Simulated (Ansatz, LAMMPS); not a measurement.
# Glassy 58SiO2-12Al2O3-15Na2O-15K2O (mol %) (84 atoms) under strain, part 2 of 3

Aim: relax glassy 58SiO2-12Al2O3-15Na2O-15K2O (mol %) (84 atoms), then change its volume to read the bulk modulus from the stress.

Ansatz 0.2.0; Kohn-Sham DFT, r2SCAN, PAW (set soft_2), plane waves.

The cell: 15 Si, 6 Al, 8 Na, 8 K and 47 O. The quench rate of 30 K/ps is many orders above laboratory rates. The network of bonds at the start is that of the classical potential that made the cell. Sampling is at Γ alone.

So far. Step 2 (Single point at the start): The r.m.s. force at the start is 1.2 eV/Å.

## 3. Cell and atoms relaxed

The cell is relaxed with the atoms, since the starting lattice needn't suit this functional.

Input file input.yaml:

```yaml
crystal:
  lattice:
    - [10.59257, 0.0, 0.0]
    - [0.0, 10.59257, 0.0]
    - [0.0, 0.0, 10.59257]
  atoms:
    [... the 84 atom lines of step 2 ...]
kpoints:
  mp_grid: { grid: [1, 1, 1] }
hamiltonian:
  xc: r2scan
scf:
  occupations: { method: fixed }
output:
  forces: true
relax:
  f_tol: 0.05
  max_steps: 150
  cell: {}
```

On the command line:

```console
$ ansatz run input.yaml --threads 4 --pin off --max-ram 8192MiB --backend cpu --events-out ev --progress --plain --runs-dir out
```

Numbers of over 12 decimals in the logs are rounded to 6 here.

Output:

```text
[...]
Crystal: 84 atoms, lattice volume = 1188.513 Å³
Basis set: ecut = 500 eV, 30095 PW (Γ), exchange–correlation on 320×320×320 points (64 copies of the dense FFT grid, shifted against one another)
Bands: 336, of which v1, the nominal top of the filled ones, is band 252 counted from 1 (251 counted from 0)
Symmetry: 1 space group operations
[...]
k-points: 1
[...]
SCF iter   1: F=—  HF=-63899.423286 eV  |F-HF|=—  |Δ(HF+E_count)|=         —  Δρ=7.68e-3  dr2=7.27e-1  dr2_τ=5.58e0  ethr=1.77e-3  ⟨swp⟩=5.0  Hψ=1117  notcnv=0  defer=82
[...]
SCF iter   5: F=—  HF=-63901.547837 eV  |F-HF|=—  |Δ(HF+E_count)|=   1.48e-5  Δρ=1.43e-4  dr2=3.24e-4  dr2_τ=2.67e-5  ethr=3.82e-7  ⟨swp⟩=2.0  Hψ=469  notcnv=0  defer=74
[...]
SCF iter   9: F=—  HF=-63901.548163 eV  |F-HF|=—  |Δ(HF+E_count)|=   5.44e-7  Δρ=2.76e-6  dr2=1.01e-7  dr2_τ=9.56e-9  ethr=2.10e-10  ⟨swp⟩=2.0  Hψ=495  notcnv=0  defer=74
SCF iter  10: F=-63901.548163 eV  HF=-63901.548163 eV  |F-HF|=1.42e-8  |Δ(HF+E_count)|=   1.16e-7  Δρ=1.90e-6  dr2=3.70e-8  dr2_τ=4.73e-9  ethr=1.98e-11  ⟨swp⟩=4.0  Hψ=887  notcnv=0
SCF 1 converged in 10 iterations: F = -63901.548163 eV  dr2 = 3.70e-8
[...]
relax step   1: F+E_penalty+E_count = -63901.54816293 eV  Δ(F+E_penalty+E_count) = +0.000e0 eV  max|allowed force component| = 3.749e0 eV/Å  Δτ_max = 0.0000 Å  P = +2.376 GPa  Ω = 1188.513 Å³  (10 SCF iters, dr2 threshold 1.00e-7 eV, accepted)
[... from here on, the SCF cycles and remarks between the steps are left out ...]
relax step   2: F+E_penalty+E_count = -63905.40111869 eV  Δ(F+E_penalty+E_count) = -3.853e0 eV  max|allowed force component| = 2.213e0 eV/Å  Δτ_max = 0.1948 Å  P = +1.329 GPa  Ω = 1178.209 Å³  energy of the carried Pulay correction = +3.356e-3 eV  (7 SCF iters, dr2 threshold 8.40e-6 eV, accepted)
relax step   3: F+E_penalty+E_count = -63907.67470922 eV  Δ(F+E_penalty+E_count) = -2.274e0 eV  max|allowed force component| = 7.349e-1 eV/Å  Δτ_max = 0.1949 Å  P = +0.244 GPa  Ω = 1167.125 Å³  energy of the carried Pulay correction = +7.000e-3 eV  (8 SCF iters, dr2 threshold 8.40e-6 eV, accepted)
relax step   4: F+E_penalty+E_count = -63908.10327732 eV  Δ(F+E_penalty+E_count) = -4.286e-1 eV  max|allowed force component| = 6.136e-1 eV/Å  Δτ_max = 0.2000 Å  P = +0.213 GPa  Ω = 1165.871 Å³  energy of the carried Pulay correction = +7.414e-3 eV  (7 SCF iters, dr2 threshold 8.40e-6 eV, accepted)
relax step   5: F+E_penalty+E_count = -63908.29487022 eV  Δ(F+E_penalty+E_count) = -1.916e-1 eV  max|allowed force component| = 4.392e-1 eV/Å  Δτ_max = 0.1846 Å  P = -0.055 GPa  Ω = 1167.358 Å³  energy of the carried Pulay correction = +6.923e-3 eV  (7 SCF iters, dr2 threshold 8.40e-6 eV, accepted)
relax step   6: F+E_penalty+E_count = -63908.42355433 eV  Δ(F+E_penalty+E_count) = -1.287e-1 eV  max|allowed force component| = 2.582e-1 eV/Å  Δτ_max = 0.2000 Å  P = -0.018 GPa  Ω = 1167.280 Å³  energy of the carried Pulay correction = +6.948e-3 eV  (7 SCF iters, dr2 threshold 8.40e-6 eV, accepted)
relax step   7: F+E_penalty+E_count = -63908.46897710 eV  Δ(F+E_penalty+E_count) = -4.542e-2 eV  max|allowed force component| = 1.432e-1 eV/Å  Δτ_max = 0.1003 Å  P = +0.022 GPa  Ω = 1165.807 Å³  energy of the carried Pulay correction = +7.435e-3 eV  (7 SCF iters, dr2 threshold 4.17e-6 eV, accepted)
relax step   8: F+E_penalty+E_count = -63908.49943176 eV  Δ(F+E_penalty+E_count) = -3.045e-2 eV  max|allowed force component| = 1.165e-1 eV/Å  Δτ_max = 0.0749 Å  P = +0.021 GPa  Ω = 1165.106 Å³  energy of the carried Pulay correction = +7.667e-3 eV  (7 SCF iters, dr2 threshold 1.28e-6 eV, accepted)
relax step   9: F+E_penalty+E_count = -63908.55032436 eV  Δ(F+E_penalty+E_count) = -5.089e-2 eV  max|allowed force component| = 1.770e-1 eV/Å  Δτ_max = 0.2000 Å  P = +0.014 GPa  Ω = 1163.306 Å³  energy of the carried Pulay correction = +8.263e-3 eV  (8 SCF iters, dr2 threshold 8.48e-7 eV, accepted)
relax step  10: F+E_penalty+E_count = -63908.57800301 eV  Δ(F+E_penalty+E_count) = -2.768e-2 eV  max|allowed force component| = 1.528e-1 eV/Å  Δτ_max = 0.1970 Å  P = -0.098 GPa  Ω = 1162.100 Å³  energy of the carried Pulay correction = +8.663e-3 eV  (8 SCF iters, dr2 threshold 1.96e-6 eV, accepted)
relax step  11: F+E_penalty+E_count = -63908.59479352 eV  Δ(F+E_penalty+E_count) = -1.679e-2 eV  max|allowed force component| = 1.053e-1 eV/Å  Δτ_max = 0.0487 Å  P = -0.025 GPa  Ω = 1161.681 Å³  energy of the carried Pulay correction = +8.802e-3 eV  (7 SCF iters, dr2 threshold 1.46e-6 eV, accepted)
relax step  12: F+E_penalty+E_count = -63908.59292392 eV  Δ(F+E_penalty+E_count) = +1.870e-3 eV  max|allowed force component| = 1.652e-1 eV/Å  Δτ_max = 0.1703 Å  P = -0.028 GPa  Ω = 1160.665 Å³  energy of the carried Pulay correction = +9.139e-3 eV  (8 SCF iters, dr2 threshold 6.94e-7 eV, rejected (line search))
[...]
relax step  17: F+E_penalty+E_count = -63908.65433837 eV  Δ(F+E_penalty+E_count) = -1.123e-2 eV  max|allowed force component| = 1.879e-1 eV/Å  Δτ_max = 0.1921 Å  P = +0.060 GPa  Ω = 1160.875 Å³  energy of the carried Pulay correction = +9.069e-3 eV  (9 SCF iters, dr2 threshold 2.81e-7 eV, accepted)
relax step  18: F+E_penalty+E_count = -63908.66848981 eV  Δ(F+E_penalty+E_count) = -1.415e-2 eV  max|allowed force component| = 1.508e-1 eV/Å  Δτ_max = 0.0551 Å  P = +0.090 GPa  Ω = 1162.346 Å³  energy of the carried Pulay correction = +8.581e-3 eV  (7 SCF iters, dr2 threshold 2.21e-6 eV, accepted)
relax step  19: F+E_penalty+E_count = -63908.71569236 eV  Δ(F+E_penalty+E_count) = -4.720e-2 eV  max|allowed force component| = 1.450e-1 eV/Å  Δτ_max = 0.2000 Å  P = -0.065 GPa  Ω = 1166.304 Å³  energy of the carried Pulay correction = +7.271e-3 eV  (8 SCF iters, dr2 threshold 1.42e-6 eV, accepted)
relax step  20: F+E_penalty+E_count = -63908.75659254 eV  Δ(F+E_penalty+E_count) = -4.090e-2 eV  max|allowed force component| = 1.536e-1 eV/Å  Δτ_max = 0.1943 Å  P = -0.169 GPa  Ω = 1168.251 Å³  energy of the carried Pulay correction = +6.628e-3 eV  (8 SCF iters, dr2 threshold 1.31e-6 eV, accepted)
relax step  21: F+E_penalty+E_count = -63908.80820983 eV  Δ(F+E_penalty+E_count) = -5.162e-2 eV  max|allowed force component| = 1.872e-1 eV/Å  Δτ_max = 0.1900 Å  P = -0.171 GPa  Ω = 1168.109 Å³  energy of the carried Pulay correction = +6.675e-3 eV  (8 SCF iters, dr2 threshold 1.48e-6 eV, accepted)
relax step  22: F+E_penalty+E_count = -63908.86786048 eV  Δ(F+E_penalty+E_count) = -5.965e-2 eV  max|allowed force component| = 1.787e-1 eV/Å  Δτ_max = 0.2000 Å  P = -0.135 GPa  Ω = 1168.045 Å³  energy of the carried Pulay correction = +6.696e-3 eV  (7 SCF iters, dr2 threshold 2.19e-6 eV, accepted)
relax step  23: F+E_penalty+E_count = -63908.92070048 eV  Δ(F+E_penalty+E_count) = -5.284e-2 eV  max|allowed force component| = 1.458e-1 eV/Å  Δτ_max = 0.1950 Å  P = +0.007 GPa  Ω = 1166.716 Å³  energy of the carried Pulay correction = +7.135e-3 eV  (7 SCF iters, dr2 threshold 2.00e-6 eV, accepted)
relax step  24: F+E_penalty+E_count = -63908.93828428 eV  Δ(F+E_penalty+E_count) = -1.758e-2 eV  max|allowed force component| = 1.804e-1 eV/Å  Δτ_max = 0.2000 Å  P = +0.031 GPa  Ω = 1164.501 Å³  energy of the carried Pulay correction = +7.867e-3 eV  (8 SCF iters, dr2 threshold 1.33e-6 eV, accepted)
relax step  25: F+E_penalty+E_count = -63908.94656426 eV  Δ(F+E_penalty+E_count) = -8.280e-3 eV  max|allowed force component| = 1.558e-1 eV/Å  Δτ_max = 0.1075 Å  P = +0.074 GPa  Ω = 1164.936 Å³  energy of the carried Pulay correction = +7.723e-3 eV  (7 SCF iters, dr2 threshold 2.03e-6 eV, accepted)
relax step  26: F+E_penalty+E_count = -63908.95004008 eV  Δ(F+E_penalty+E_count) = -3.476e-3 eV  max|allowed force component| = 1.248e-1 eV/Å  Δτ_max = 0.0382 Å  P = -0.034 GPa  Ω = 1165.960 Å³  energy of the carried Pulay correction = +7.385e-3 eV  (7 SCF iters, dr2 threshold 1.52e-6 eV, accepted)
relax step  27: F+E_penalty+E_count = -63908.95492899 eV  Δ(F+E_penalty+E_count) = -4.889e-3 eV  max|allowed force component| = 5.689e-2 eV/Å  Δτ_max = 0.0372 Å  P = -0.001 GPa  Ω = 1165.530 Å³  energy of the carried Pulay correction = +7.527e-3 eV  (7 SCF iters, dr2 threshold 9.73e-7 eV, accepted)
relax step  28: F+E_penalty+E_count = -63908.95585737 eV  Δ(F+E_penalty+E_count) = -9.284e-4 eV  max|allowed force component| = 6.562e-2 eV/Å  Δτ_max = 0.0345 Å  P = +0.031 GPa  Ω = 1165.189 Å³  energy of the carried Pulay correction = +7.640e-3 eV  (7 SCF iters, dr2 threshold 2.02e-7 eV, accepted)
relax step  29: F+E_penalty+E_count = -63908.95877339 eV  Δ(F+E_penalty+E_count) = -2.916e-3 eV  max|allowed force component| = 4.034e-2 eV/Å  Δτ_max = 0.0262 Å  P = +0.018 GPa  Ω = 1165.389 Å³  energy of the carried Pulay correction = +7.573e-3 eV  (7 SCF iters, dr2 threshold 2.69e-7 eV, accepted)
relax step  30: F+E_penalty+E_count = -63908.94766537 eV  Δ(F+E_penalty+E_count) = +1.111e-2 eV  max|allowed force component| = 3.996e-2 eV/Å  Δτ_max = 0.0000 Å  P = +0.025 GPa  Ω = 1165.389 Å³  stress off target by 3.80e-2 GPa  SCF on the basis re-selected at this cell (its energy is not comparable with the rows above)  (7 SCF iters)
basis re-selected at this cell: Δ(F+E_penalty+E_count) = +1.111e-2 eV, ΔP = +0.007 GPa vs the last step (what re-selecting the basis moved, of the pressure what is left beyond the Pulay correction that the steps carried, after the strain that the cell walked since its last selection, [...]
SCF converged after 7 iterations
Free energy (F): -63908.947665 eV
[...]
Internal energy: -63908.947665 eV  (E = F + TS)
E sigma→0 (E₀):  -63908.947665 eV
Fermi energy:    3.710894 eV
[...]
Σ components = -63908.947665   (vs F -63908.947665, Δ=0.00e0)
--- Forces (eV/Å), atoms counted from 1 ---
  atom   1  Si     0.01913860     0.01444280     0.00820544
  atom   2  Si    -0.01501114    -0.01429881     0.01214107
  atom   3  Si    -0.00110402    -0.00027808     0.01657939
  atom   4  Si    -0.00168741    -0.02525010     0.01247588
[...]
atom  84  O     -0.00405637     0.00500660    -0.00467395
  max |Σ_I F_I| component: 2.10e-4 eV/Å
--- Stress (GPa, compression-positive) ---
        0.030811      -0.004955       0.002613
       -0.004946       0.034562       0.003217
        0.002621       0.003216       0.009505
  P = ⅓ Tr σ = 0.0250 GPa (0.250 kbar)
--- Relaxed structure (29 steps of the walk, 28 accepted, 1 SCFs on fresh bases) ---
  F+E_penalty+E_count = -63908.94766537 eV   max|allowed force component| = 3.996e-2 eV/Å   (the final SCF, on the basis selected at the relaxed cell)
  cell:  # Å, volume = 1165.3893 Å³
    - [10.952003, -0.125704, 0.169632]
    - [-0.125704, 10.501983, -0.161120]
    - [0.169632, -0.161120, 10.138689]
  atoms:
    - { symbol: Si, position: [0.556478, 0.753834, 0.872901] }
    - { symbol: Si, position: [0.580954, 0.034018, 0.814784] }
    - { symbol: Si, position: [0.299943, 0.377527, 0.576492] }
    - { symbol: Si, position: [0.358510, 0.890719, 0.493247] }
[...]
- { symbol: O, position: [0.654263, 0.147546, 0.906747] }
```

The job ended after 12 min (4 threads of Arm Neoverse V2, shared host; peak memory 3 GiB).

The relaxation converged after 29 steps, with a largest force component of 0.040 eV/Å.

## 4. Single point at the relaxed geometry

The electronic structure is read at the final geometry, in a run of its own.

Input file input.yaml:

```yaml
crystal:
  lattice:
    - [10.952, -0.1257, 0.16963]
    - [-0.1257, 10.50198, -0.16112]
    - [0.16963, -0.16112, 10.13869]
  atoms:
    - { symbol: Si, position: [0.55648, 0.75383, 0.8729] }
    - { symbol: Si, position: [0.58095, 0.03402, 0.81478] }
    - { symbol: Si, position: [0.29994, 0.37753, 0.57649] }
    - { symbol: Si, position: [0.35851, 0.89072, 0.49325] }
    - { symbol: Si, position: [0.10346, 0.89736, 0.91396] }
    - { symbol: Si, position: [0.69485, 0.18223, 0.32146] }
    [... 72 atom lines left out ...]
    - { symbol: O, position: [0.13914, 0.64258, 0.28452] }
    - { symbol: O, position: [0.05431, 0.89818, 0.76457] }
    - { symbol: O, position: [0.44031, 0.75395, 0.77666] }
    - { symbol: O, position: [0.90973, 0.99701, 0.58148] }
    - { symbol: O, position: [0.59588, 0.90479, 0.90586] }
    - { symbol: O, position: [0.65426, 0.14755, 0.90675] }
kpoints:
  mp_grid: { grid: [1, 1, 1] }
hamiltonian:
  xc: r2scan
scf:
  occupations: { method: fixed }
output:
  forces: true
  stress: true
  populations: true
  dos:
    method: { smearing: { sigma: 0.15 } }
    de: 0.1
    projected: { site_lists: { Al: [Al], K: [K], Na: [Na], O: [O], Si: [Si] } }
  eigenvalues: true
  write_density: true
  write_potential: true
  volumetric_format: npy
  elf: true
```

Output:

```text
[...]
Crystal: 84 atoms, lattice volume = 1165.389 Å³
Basis set: ecut = 500 eV, 29555 PW (Γ), exchange–correlation on 320×320×300 points (64 copies of the dense FFT grid, shifted against one another)
Bands: 336, of which v1, the nominal top of the filled ones, is band 252 counted from 1 (251 counted from 0)
Symmetry: 1 space group operations
[...]
k-points: 1
[...]
SCF iter   1: F=—  HF=-63906.818953 eV  |F-HF|=—  |Δ(HF+E_count)|=         —  Δρ=7.75e-3  dr2=7.00e-1  dr2_τ=5.28e0  ethr=1.77e-3  ⟨swp⟩=5.0  Hψ=1183  notcnv=0  defer=81
[...]
SCF iter   9: F=-63908.947662 eV  HF=-63908.947662 eV  |F-HF|=3.45e-8  |Δ(HF+E_count)|=   2.68e-7  Δρ=2.26e-6  dr2=6.38e-8  dr2_τ=8.23e-9  ethr=1.98e-11  ⟨swp⟩=21.0  Hψ=3186  notcnv=0
SCF 1 converged in 9 iterations: F = -63908.947662 eV  dr2 = 6.38e-8
[...]
SCF converged after 9 iterations
Free energy (F): -63908.947662 eV
[...]
Internal energy: -63908.947662 eV  (E = F + TS)
E sigma→0 (E₀):  -63908.947662 eV
Fermi energy:    3.710394 eV
[...]
--- Forces (eV/Å), atoms counted from 1 ---
  atom   1  Si     0.01816112     0.01572563     0.00833662
  atom   2  Si    -0.01276416    -0.01580906     0.01459281
  atom   3  Si     0.00193201     0.00125022     0.01656722
  atom   4  Si    -0.00122960    -0.02826865     0.01078990
  atom   5  Si     0.00266198    -0.01414631     0.00270366
  atom   6  Si    -0.00655866     0.00760025    -0.01676737
  atom   7  Si     0.00450309     0.01541214    -0.00173737
  atom   8  Si    -0.00468385     0.01117854    -0.00189506
  atom   9  Si    -0.02625369    -0.00351989     0.00850430
  atom  10  Si    -0.01199960    -0.00765288    -0.01794127
  atom  11  Si    -0.00662956    -0.01213275     0.01480826
  atom  12  Si     0.00049723     0.02143054     0.00765527
  atom  13  Si     0.00226678     0.00939198    -0.01095061
  atom  14  Si     0.01156063    -0.00246112    -0.00188730
[...]
atom  83  O     -0.00231256     0.00562184     0.00116297
  atom  84  O     -0.00415358     0.00368487    -0.00593097
  max |Σ_I F_I| component: 2.40e-4 eV/Å
--- Stress (GPa, compression-positive) ---
        0.030825      -0.005325       0.002662
       -0.005316       0.034898       0.003033
        0.002669       0.003032       0.010402
  P = ⅓ Tr σ = 0.0254 GPa (0.254 kbar)
--- Band table (eV) ---
[...]
--- Löwdin populations: 84 sites ---
  site symbol       q [e]
     0     Si      2.2745
     1     Si      2.3083
     2     Si      2.2928
[...]
83      O      6.8855
  spilling = 0.009630 (of n_electrons = 504.000000)
```

Elapsed: 36 s, on 4 threads; peak memory 3 GiB; 2.3 min of CPU time.

Numbers from this run:

```yaml
free_energy: -63908.9477 eV
free_energy_per_atom: -760.8208 eV/atom
scf_cycles: 9
pressure: 0.02538 GPa
r_m_s_force_component: 0.00906 eV/Å
longest_force: 0.04276 eV/Å
fermi_energy: 3.71 eV
spacing_of_highest_filled_and_lowest_empty_level: 4.036 eV
spilling_of_the_projection: 0.00963
```

[end of part 2 of 3]

[Logs are printed without paths, hosts, clocks, repeated set-up lines and the standing remarks that a program may print on its own settings, such as how far it seeks lower states.]

[Hosts, paths, dates, database ids (printed as entryN), source tags and the programs' standing remarks are cut or masked in the printed files.]
